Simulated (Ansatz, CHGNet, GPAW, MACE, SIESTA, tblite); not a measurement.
# Random start for liquid ZnBr2 at 780 K (102 atoms): atom by atom

The starting structure: 102 atoms (34 Zn, 68 Br) packed at random in a cube at 3.37 g/cm³ and pushed apart as soft spheres, cations and anions kept from their own kind; a start for melting by ab initio MD, not an equilibrated structure. The density is the measured one of the melt at 780 K (3.365 g/cm³). Then every atom was moved at random, 0.02 Å r.m.s. a Cartesian component.

Geometry: the built cell with every atom moved at random. Computed with Ansatz 0.2.0: Kohn-Sham DFT, PBE, PAW, plane waves; cutoff 420 eV, Γ point, fermi-dirac smearing of 0.05 eV; density 3.37 g/cm³.

Cell vectors (Å):

```
15.575 0.000 0.000
0.000 15.575 0.000
0.000 0.000 15.575
```

Positions (Å):

```
1 Zn 13.699 12.269 3.578
2 Zn 2.471 2.026 3.294
3 Zn 5.146 0.877 11.253
4 Zn 10.120 14.585 13.798
5 Zn 15.532 7.767 3.229
6 Zn 7.951 0.219 9.260
7 Zn 8.233 10.527 12.290
8 Zn 6.322 2.916 8.196
9 Zn 12.886 5.312 13.673
10 Zn 2.322 7.704 6.263
11 Zn 3.593 13.390 8.433
12 Zn 1.223 14.369 3.063
13 Zn 9.321 0.329 2.452
14 Zn 11.388 6.596 8.603
15 Zn 2.981 3.201 10.154
16 Zn 1.318 4.986 2.565
17 Zn 4.944 9.861 11.753
18 Zn 0.076 10.628 1.477
19 Zn 6.727 2.149 0.012
20 Zn 12.669 0.953 8.634
21 Zn 8.115 5.617 6.219
22 Zn 11.349 11.325 15.408
23 Zn 1.194 7.379 12.689
24 Zn 7.416 9.542 6.653
25 Zn 12.691 7.612 0.654
26 Zn 13.403 4.065 5.241
27 Zn 6.278 12.017 14.861
28 Zn 14.796 4.006 10.840
29 Zn 8.263 3.512 12.294
30 Zn 11.318 2.232 11.935
31 Zn 0.459 1.387 14.430
32 Zn 5.343 6.963 3.396
33 Zn 8.141 7.649 10.446
34 Zn 10.584 9.476 3.030
35 Br 13.438 5.847 3.700
36 Br 14.297 14.486 8.208
37 Br 7.603 14.811 3.746
38 Br 4.772 10.172 14.785
39 Br 10.902 3.198 2.815
40 Br 1.077 2.544 5.186
41 Br 14.108 6.647 12.084
42 Br 8.763 10.382 4.941
43 Br 1.635 11.764 3.152
44 Br 4.498 1.090 4.687
45 Br 7.922 6.031 15.227
46 Br 2.271 14.828 7.094
47 Br 1.953 11.117 6.806
48 Br 0.645 13.333 11.833
49 Br 9.044 11.920 1.531
50 Br 2.709 0.958 11.666
51 Br 10.507 7.357 1.968
52 Br 10.352 8.962 10.767
53 Br 3.852 5.132 11.795
54 Br 0.853 2.647 8.886
55 Br 12.129 13.989 1.753
56 Br 12.728 2.293 14.449
57 Br 4.170 4.608 7.685
58 Br 4.532 0.321 0.754
59 Br 9.046 9.443 14.284
60 Br 13.230 2.053 6.545
61 Br 13.308 5.022 8.804
62 Br 6.913 3.888 5.191
63 Br 9.315 13.267 11.651
64 Br 11.201 7.781 5.976
65 Br 9.830 11.665 8.293
66 Br 12.858 11.750 6.071
67 Br 1.115 8.073 1.218
68 Br 5.242 12.460 2.078
69 Br 10.919 14.862 5.457
70 Br 0.939 14.888 0.760
71 Br 15.251 8.323 9.008
72 Br 7.477 14.271 14.728
73 Br 10.458 0.169 9.058
74 Br 5.097 1.003 8.826
75 Br 15.046 8.803 5.271
76 Br 2.500 3.152 14.721
77 Br 12.755 9.609 13.824
78 Br 14.617 14.619 4.468
79 Br 3.996 13.573 13.478
80 Br 4.538 8.660 5.674
81 Br 8.081 7.744 8.073
82 Br 9.062 2.494 15.103
83 Br 5.688 13.351 6.609
84 Br 12.749 13.490 13.152
85 Br 5.767 3.754 1.656
86 Br 3.049 5.567 4.161
87 Br 9.999 4.369 7.227
88 Br 4.142 6.470 15.240
89 Br 7.234 4.784 10.244
90 Br 14.227 5.511 0.047
91 Br 13.107 11.371 10.096
92 Br 14.235 0.925 11.370
93 Br 6.391 8.920 2.421
94 Br 6.424 7.844 12.197
95 Br 14.377 2.018 2.222
96 Br 13.385 9.730 2.097
97 Br 4.070 7.979 9.299
98 Br 2.023 9.876 11.784
99 Br 1.037 11.373 15.004
100 Br 10.588 5.314 11.641
101 Br 7.891 1.104 11.806
102 Br 6.458 10.755 9.796
```

**Question.** What force acts on each atom, and what charge does it carry?

Columns: atom, q, fx, fy, fz (forces in eV/Å, q the Löwdin charge in e).

```
1 1.04 -0.742 1.335 1.572
2 1.06 0.899 -0.327 1.100
3 1.08 -0.457 -0.289 0.875
4 0.97 0.244 -1.211 -0.784
5 1.12 -0.214 -0.061 0.619
6 0.76 0.383 -0.037 -0.384
7 1.08 0.793 0.175 -0.478
8 1.04 -0.380 1.827 -0.522
9 1.12 -0.357 -0.822 -0.417
10 1.00 0.157 0.958 0.651
11 1.09 0.071 -0.373 -2.232
12 1.17 -1.233 -0.627 0.224
13 1.04 0.290 0.090 1.262
14 1.09 0.188 -0.054 -1.079
15 1.11 -0.388 0.942 0.222
16 0.65 -0.467 -0.562 -0.560
17 1.14 -0.821 -0.457 -0.453
18 1.16 1.340 0.583 -0.885
19 1.14 -0.965 0.130 1.399
20 1.17 1.083 -1.419 0.094
21 1.16 0.780 -0.726 0.530
22 0.99 -0.297 0.231 -0.371
23 0.85 0.664 0.832 -0.558
24 1.15 -0.039 0.704 -0.123
25 1.08 -0.004 0.045 -0.521
26 1.18 -0.192 -0.556 -0.324
27 1.16 -1.047 0.885 0.954
28 0.87 -0.100 -0.693 -0.841
29 1.06 0.602 0.801 -0.133
30 0.55 0.419 -0.172 0.524
31 0.98 0.767 0.605 0.736
32 1.09 -0.343 0.928 -0.301
33 1.18 0.255 0.437 1.210
34 1.05 -1.003 0.645 0.649
35 -0.47 0.401 -0.276 0.229
36 -0.33 -0.900 1.029 0.309
37 -0.32 0.809 0.581 -0.802
38 -0.37 0.773 0.082 -1.017
39 -0.49 -0.395 -0.889 0.028
40 -0.48 -0.049 0.170 -0.489
41 -0.41 0.595 -0.220 -0.257
42 -0.41 0.206 0.136 -0.429
43 -0.44 -0.632 0.361 0.024
44 -0.45 -0.974 0.352 -0.983
45 -0.43 0.031 -0.251 -0.354
46 -0.41 0.030 -0.052 0.717
47 -0.41 0.388 -0.088 0.535
48 -0.26 0.046 -0.043 -0.064
49 -0.42 1.330 -1.009 -0.390
50 -0.40 1.038 0.394 -0.396
51 -0.36 0.373 -0.052 -0.599
52 -0.44 -1.051 -0.733 -0.300
53 -0.46 -0.872 -1.100 -0.854
54 -0.44 0.346 0.867 0.856
55 -0.50 0.198 -0.886 -0.003
56 -0.48 0.016 0.707 -0.701
57 -0.52 0.756 -1.028 0.763
58 -0.39 0.884 0.775 -0.352
59 -0.43 -0.363 0.759 -0.479
60 -0.42 0.192 0.516 -0.742
61 -0.50 -0.097 0.162 0.212
62 -0.40 -0.099 0.505 0.302
63 -0.49 -0.269 -0.498 0.430
64 -0.55 -0.131 -0.513 1.041
65 -0.33 -0.107 -0.116 -0.070
66 -0.31 0.250 -0.025 -1.616
67 -0.43 -0.173 0.061 0.435
68 -0.38 0.424 0.001 -0.654
69 -0.33 -0.080 0.011 -0.240
70 -0.45 0.136 0.230 -0.332
71 -0.40 0.100 -0.050 -0.050
72 -0.46 0.574 -0.329 -0.010
73 -0.49 0.011 0.093 0.156
74 -0.41 -0.450 -0.593 -0.214
75 -0.39 0.873 -0.522 -0.255
76 -0.41 -1.510 -0.683 0.014
77 -0.43 -0.503 -0.010 1.608
78 -0.37 1.084 -0.644 -0.825
79 -0.47 0.614 0.003 -0.233
80 -0.47 0.352 -0.386 -0.308
81 -0.45 -0.155 -0.748 -1.027
82 -0.44 -0.622 -0.383 -0.314
83 -0.48 -0.487 -0.238 1.230
84 -0.37 -1.398 0.314 0.868
85 -0.49 0.226 -0.410 -0.485
86 -0.47 0.896 0.779 0.293
87 -0.52 -0.223 0.766 0.235
88 -0.42 -0.398 0.009 -0.077
89 -0.50 0.172 -0.705 0.225
90 -0.41 -0.694 0.833 0.614
91 -0.15 0.017 -0.025 -0.070
92 -0.44 -0.273 1.107 -0.181
93 -0.41 -0.447 -1.258 0.461
94 -0.39 0.379 0.137 -0.106
95 -0.44 0.329 0.482 -0.084
96 -0.51 -0.245 0.113 0.012
97 -0.49 -0.175 0.111 -0.086
98 -0.33 0.511 -0.831 0.461
99 -0.45 -0.718 -0.330 0.596
100 -0.54 0.185 -0.525 0.606
101 -0.45 -0.948 0.167 0.082
102 -0.46 0.009 0.078 1.455
```

Only the Γ point is sampled, in a cell whose shortest periodic width is 16 Å, which is coarse for a cell with partly filled levels. The Löwdin charges lack the electrons that the projection spills, 0.062 e an atom on average.

The r.m.s. force component is 0.636 eV/Å; the longest force, 2.26 eV/Å, acts on Zn11.

[Logs are printed without paths, hosts, clocks, repeated set-up lines and the standing remarks that a program may print on its own settings, such as how far it seeks lower states.]

[Hosts, paths, dates, database ids (printed as entryN), source tags and the programs' standing remarks are cut or masked in the printed files.]
